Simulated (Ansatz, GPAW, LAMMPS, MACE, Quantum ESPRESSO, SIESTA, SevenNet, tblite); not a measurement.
# Glassy 75SrO-25TiO2 (mol %) (63 atoms) in GPAW

Aim: run glassy 75SrO-25TiO2 (mol %) (63 atoms) in GPAW and see how near its forces come to a plane-wave reference, and at what cost.

Calculated with GPAW 26.7.0; the method is named at each step.

### 1. Starting point

The cell holds 63 atoms: 21 Sr, 7 Ti and 35 O. Cell: a = 9.996 Å, b = 9.996 Å, c = 9.996 Å, α = 90.0°, β = 90.0°, γ = 90.0°. 63 atoms (21 Sr, 7 Ti, 35 O) placed at random at 4.92 g/cm³, melted at 4000 K for 10 ps at fixed volume with the Morse and Coulomb pair potential with partial charges (Pedone, Malavasi, Menziani, Cormack and Segre, J. Phys. Chem. B 110, 11780 (2006)). Quenched from 4000 K to 300 K at 25 K/ps and fixed volume, held 10 ps at zero pressure.

The yardstick, on the same geometry:

- method: Kohn-Sham DFT, PBE, SSSP efficiency 1.3.0 pseudopotentials, plane waves (Quantum ESPRESSO 7.5); sssp-pbe-1.3.0-efficiency, cutoffs 60/480 Ry, Γ point
- r.m.s. force component: 0.6472 eV/Å
- longest force: 1.942 eV/Å
- pressure: -0.6353 GPa
- gap (highest filled to lowest empty level): 2.438 eV
- time: 3.6 min on 4 MPI ranks of Arm Neoverse V1, shared host
- CPU time: 14 min

### 2. PBE, grid h 0.2 Å

Method: Kohn-Sham DFT, PBE, PAW, finite differences on a real-space grid.

The input, run.py:

```python
import numpy as np
from ase.io import read
from gpaw import GPAW, FermiDirac
from ase.parallel import parprint as print

atoms = read("structure.xyz")
atoms.calc = GPAW(
    mode="fd",
    h=0.2,
    xc="PBE",
    kpts={"size": (1, 1, 1), "gamma": True},
    occupations=FermiDirac(0.05),
    maxiter=200,
    symmetry={"point_group": False},
    nbands=299,
    txt="gpaw.txt",
)
energy = atoms.get_potential_energy(force_consistent=True)
forces = atoms.get_forces()
print(f"energy {energy:.6f} eV")
print("forces (eV/A)")
for i, (a, f) in enumerate(zip(atoms, forces)):
    print(f"{i:4d} {a.symbol:2s} {f[0]:10.5f} {f[1]:10.5f} {f[2]:10.5f}")
print(f"Fermi level {atoms.calc.get_fermi_level():.4f} eV")
for k in range(len(atoms.calc.get_ibz_k_points())):
    for s in range(atoms.calc.get_number_of_spins()):
        e = atoms.calc.get_eigenvalues(kpt=k, spin=s)
        n = np.searchsorted(e, atoms.calc.get_fermi_level())
        print(f"k {k} spin {s} levels about the Fermi level:", np.round(e[max(n - 6, 0):n], 4).tolist(), "|", np.round(e[n:n + 6], 4).tolist())
```

The input, structure.xyz:

```xyz
63
Lattice="9.99563 0.00000 0.00000 0.00000 9.99563 0.00000 0.00000 0.00000 9.99563" Properties=species:S:1:pos:R:3 pbc="T T T"
Sr 5.41923 9.80631 8.23360
Sr 3.13393 7.38677 2.96870
Sr 2.21233 8.85883 9.63029
Sr 0.95048 0.21441 6.28075
Sr 5.07498 7.02503 6.32563
Sr 9.43947 1.94345 0.85013
Sr 8.97188 9.31953 9.80741
Sr 6.19119 3.79744 0.07807
Sr 0.63912 3.15932 7.73902
Sr 4.33041 4.08272 6.76754
Sr 3.15782 2.04621 9.11621
Sr 2.74100 0.98017 2.41065
Sr 4.13549 0.39203 5.46011
Sr 6.05005 0.87192 1.81011
Sr 5.51899 6.77574 0.39553
Sr 1.72784 3.50567 4.27333
Sr 7.75441 1.58361 4.34970
Sr 8.48519 5.77398 8.64062
Sr 6.82801 7.93243 3.62671
Sr 1.81621 6.57093 7.94852
Sr 0.66131 6.92587 5.14855
Ti 9.88578 9.34062 3.19880
Ti 7.98771 8.67261 6.66139
Ti 2.30019 4.88127 0.84933
Ti 9.54263 5.72190 2.11817
Ti 5.30268 4.20996 3.28666
Ti 7.52731 2.14156 7.82138
Ti 8.10935 4.87437 5.41733
O 9.47256 7.42555 2.72831
O 6.21198 9.22627 5.88843
O 7.92234 5.83485 1.21527
O 2.87055 5.87633 5.74779
O 8.83884 9.12421 5.04040
O 8.49269 3.31985 8.85243
O 6.34533 4.60599 4.78511
O 2.92092 6.68108 0.45720
O 5.17274 6.05625 3.02978
O 8.02789 9.84640 2.42314
O 4.73283 9.32043 3.26787
O 1.50054 8.88002 4.08192
O 6.50356 3.10424 2.46252
O 3.36493 8.66711 7.37238
O 4.13229 4.21736 1.46416
O 0.92190 0.82574 8.75067
O 7.62167 6.69497 5.85614
O 4.12760 0.31066 0.27218
O 7.16227 8.17023 8.38853
O 5.79707 5.42963 8.27258
O 7.89745 3.20600 6.21848
O 8.99547 4.90346 3.76395
O 1.52113 5.45152 2.69202
O 9.73075 8.09866 7.49063
O 5.67682 2.17465 7.68254
O 8.22790 0.60993 7.12009
O 2.50620 2.15516 6.48536
O 0.76896 9.67337 1.59100
[... 3 atom lines left out ...]
O 9.71755 5.08888 6.45728
O 4.23685 2.81687 4.03544
O 1.59430 3.03797 1.39219
O 2.63995 4.38288 9.05484
```

On the command line:

```bash
> OMP_NUM_THREADS=1 mpirun -np 2 gpaw python run.py > output.txt
```

What it wrote:

```text
energy -441.071395 eV
forces (eV/A)
   0 Sr    0.90807    0.01561    0.97294
   1 Sr    0.00924   -0.78683   -0.09797
   2 Sr    0.41751    1.29834    0.53623
   3 Sr   -0.82896   -0.55309    0.40484
   4 Sr    0.48199   -0.37611    0.25158
   5 Sr    1.02048    1.39047    0.97139
   6 Sr   -1.09596   -0.91961   -1.09642
   7 Sr    0.09676   -0.58413    0.40638
   8 Sr   -0.07580    0.67359   -0.00136
   9 Sr    0.35545   -0.74708   -0.67278
  10 Sr   -0.72216    0.49372   -0.05861
  11 Sr   -0.37933    0.19384   -0.14214
  12 Sr    0.35458    0.35669   -0.81330
  13 Sr   -1.24312   -0.43608   -0.84950
  14 Sr   -0.36198   -0.36055   -0.11514
  15 Sr   -0.09810    0.88951   -0.72827
  16 Sr    0.58038    0.01856    0.81357
  17 Sr   -0.58422    0.83178   -0.21656
  18 Sr    0.73697   -0.46093    0.12130
  19 Sr    0.69492   -1.41323   -0.19378
  20 Sr   -1.19414   -0.78970   -0.82430
  21 Ti   -0.23551    1.11492   -0.23180
  22 Ti    0.14022   -0.97426   -0.31226
  23 Ti    0.19240   -1.27552    1.37067
[...]
55 O     0.40207    0.00948   -1.25646
  56 O     0.75233   -0.12915   -1.62241
  57 O     0.28182    0.71433    0.36880
  58 O     0.45172   -0.19251    0.04197
  59 O     1.14601   -0.15388    1.08061
  60 O    -1.09682   -0.19829    0.31466
  61 O     0.15792   -0.60196   -0.25456
  62 O    -0.69599   -0.23820   -1.71760
Fermi level 6.6178 eV
k 0 spin 0 levels about the Fermi level: [4.8117, 4.8182, 4.9992, 5.0279, 5.0598, 5.4259] | [7.8774, 7.9132, 7.9941, 8.0516, 8.2534, 8.2947]
```

gpaw.txt:

```text
Input parameters:
  mode=FD(),
  h=0.2,
  kpts=MonkhorstPack(size=(1, 1, 1), gamma=True),
  maxiter=200,
  nbands=299,
  occupations=Occupations(name='fermi-dirac', width=0.05, fixmagmom=False),
  symmetry=Symmetry(point_group=False),
  xc=XC(name='PBE')
Diagonalizing LCAO Hamiltonian
Converting LCAO to fd mode
       .------------------------.
      /|    Sr               Sr |
     / |            Sr          |
    /  |                O       |
   /   |  O    O          Sr  O |
  /    | Sr        O  O O Ti    |
 *     |  Sr      SrO        O  |
 |  Or |      Sr O   Ti O   O   |
 |     Sr O O     O             |
 |     | O          O OOTi O   Ti
 |  Sr | O   Sr              O  |
 |     Sr   Sr    O       O     |
 |     .---------Ti--Sr-----Ti--.
 |O   /     O      Or   O      /
 |   O    Ti  O               /
 |  /  OSr       Sr          /
 | /               Sr     Sr/
 |/         O              /
 *------------------------*
Unit cell  # Å
[... lines left out ...]
  Converge bands: occupied
[... lines left out ...]
  Fermi-Dirac:
[... lines left out ...]
xc functional:
  name: PBE with 2 nearest neighbor stencil
interpolation: tri-quintic # 5. degree polynomial
Initialization done in: 9.740 s
convergence criteria:
- Maximum [total energy] change in last 3 cyles: 0.0005 eV / valence electron
- Maximum integral of absolute [dens]ity change: 0.0001 electrons / valence electron
- Maximum integral of absolute [eigenst]ate change: 4e-08 eV^2 / valence electron
maximum number of iterations: 200
SCF iterations
|iter     |      energy | eigst |  dens |
|---------|-------------|-------|-------|
|iter:   1| -509.231304 | +0.61 |       |
|iter:   2| -487.633041 | -0.16 | -0.85 |
|iter:   3| -439.863286 | +0.52 | -0.92 |
|iter:   4| -440.873586 | -0.18 | -1.39 |
|iter:   5| -440.769532 | -0.75 | -1.56 |
|iter:   6| -441.075525 | -1.26 | -1.79 |
|iter:   7| -441.059127 | -1.96 | -2.26 |
|iter:   8| -441.068145c| -2.48 | -2.64 |
|iter:   9| -441.071248c| -3.00 | -2.95 |
|iter:  10| -441.071190c| -3.59 | -3.23 |
|iter:  11| -441.071325c| -4.00 | -3.52 |
|iter:  12| -441.071368c| -4.67 | -3.79 |
|iter:  13| -441.071380c| -5.10 | -4.11c|
|iter:  14| -441.071391c| -5.47 | -4.47c|
|iter:  15| -441.071393c| -6.01 | -4.75c|
|iter:  16| -441.071395c| -6.43 | -5.04c|
|iter:  17| -441.071395c| -6.90 | -5.35c|
|iter:  18| -441.071395c| -7.28 | -5.60c|
|iter:  19| -441.071395c| -7.46c| -5.94c|
Converged in 19 steps
SCF loop duration: 228.326 s (12.017 s/step)
Energy contributions relative to reference atoms: (reference = -2050430.100677)
Energy contributions:
  Kinetic:         508.931547
  Coulomb:        -514.012424
  Zero:             21.542327
  External:          0.000000
  Xc:             -457.532846
  Entropy:          -0.000000
  Spinorbit:         0.000000
  ----------------------------
  Free energy:    -441.071395
  Extrapolated:   -441.071395
dipole moment: (32.284820, 10.244856, -23.553571)  # |e|*Ang
Fermi level: 6.618
Eigenvalues  # (at kpt = [0.000, 0.000, 0.000])
| band index |      eig [eV] | occ [0-2] |
|------------|---------------|-----------|
|          0 |       -51.495 |     2.000 |
|        ... |               |           |
|        244 |         4.717 |     2.000 |
|        245 |         4.751 |     2.000 |
[...]
|        259 |         8.350 |     0.000 |
|        ... |               |           |
|        298 |        10.830 |     0.000 |
Gap: 2.452 eV
Transition (v -> c):
  (s=0, k=0, n=251, [0.00, 0.00, 0.00]) -> (s=0, k=0, n=252, [0.00, 0.00, 0.00])
No difference between direct/indirect transitions
Force computation time: 6.656  # s
```

Run time: 4.1 min. Hardware: 2 MPI ranks of Arm Neoverse V1, shared host; peak memory 1.8 GiB.

Banners, paths, timers and routine set-up lines are dropped from the logs unmarked, and long logs keep their key lines alone; longer cuts are marked.

Compared with the plane-wave run:

```
r.m.s. force component                           : 0.6681 eV/Å
r.m.s. difference of force components            : 56.26 meV/Å
longest difference of force vectors              : 184.8 meV/Å
force difference over r.m.s. force               : 8.694 %
slope of forces against the reference's          : 1.029
correlation of force components                  : 0.9969
gap (highest filled to lowest empty level) : 2.451 eV
gap difference                                   : 0.0138 eV
```

Length of the force difference by element (eV/Å):

```csv
element,atoms,mean,most
O,35,0.12,0.18
Sr,21,0.027,0.061
Ti,7,0.099,0.16
```

Levels nearest the highest filled one (eV from it): -0.61, -0.61, -0.43, -0.40, -0.37, 0.00, 2.45, 2.49, 2.57, 2.63, 2.83, 2.87.

The surroundings of Ti26, one of the 7 Ti atoms, nearest first, numbered as they follow in the input and with coordinates relative to it.

```csv
atom,x,y,z,distance (Å),bonds,Fx,Fy,Fz (eV/Å)
Ti26,0.00,0.00,0.00,0.00,5,-0.54,-0.93,-0.65
O41,1.20,-1.11,-0.82,1.83,4,1.09,-0.44,-0.41
O35,1.04,0.40,1.50,1.87,4,-0.82,-0.23,0.95
O37,-0.13,1.85,-0.26,1.87,4,-0.01,1.68,-0.37
O61,-1.07,-1.39,0.75,1.91,5,-1.10,-0.20,0.31
O43,-1.17,0.01,-1.82,2.17,4,0.06,0.12,-0.67
Sr8,0.89,-0.41,-3.21,3.35,7,0.10,-0.58,0.41
Ti28,2.81,0.66,2.13,3.59,5,0.04,1.26,-1.04
Sr10,-0.97,-0.13,3.48,3.62,7,0.36,-0.75,-0.67
```

Atoms are counted from 1 here, from 0 in the log.

Forces lie 8.7 % from the reference's, at 0.57 times its CPU time (on 2 against 4 cores).

Further runs of this program without a result: GPAW PBE, LCAO dzp, h 0.18 Å (cut off at its time limit); GPAW PBE, LCAO sz(dzp), h 0.18 Å (cut off at its time limit); GPAW revPBE, LCAO dzp, h 0.18 Å (cut off at its time limit); GPAW PBE, LCAO dzp, h 0.16 Å (cut off at its time limit).

### 3. What came out

```json
{
  "force difference from the reference": "GPAW PBE, grid h 0.2 Å, 8.7 %",
  "its CPU time": "8.2 min"
}
```

PBE on plane waves or a grid with other potentials, cutoffs or grids differs from the reference by 8.7 % (GPAW PBE, grid h 0.2 Å) of the r.m.s. force; potentials, valence shells or grid differ, and the table alone doesn't part them. PBE gaps agree with the reference's 2.44 eV within 0.014 eV. The quench rate of 25 K/ps is many orders above laboratory rates, so the cell is likely richer in defects and strain than a real sample. The network of bonds at the start is that of the classical potential that made the cell, and needn't be the one that DFT or experiment would give. The reference's stress is far from hydrostatic: its diagonal is -2.0, 1.3, -1.2 GPa, compression counted positive. The electronic-structure runs sample only Γ, in a cell whose shortest periodic width is 10 Å.

[Also dropped from logs without a mark: logging warnings of Python, and SIESTA's first energy breakdown and zero terms.]

[Logs are printed without paths, hosts, clocks, repeated set-up lines and the standing remarks that a program may print on its own settings, such as how far it seeks lower states.]

[Hosts, paths, dates, database ids (printed as entryN), source tags and the programs' standing remarks are cut or masked in the printed files.]
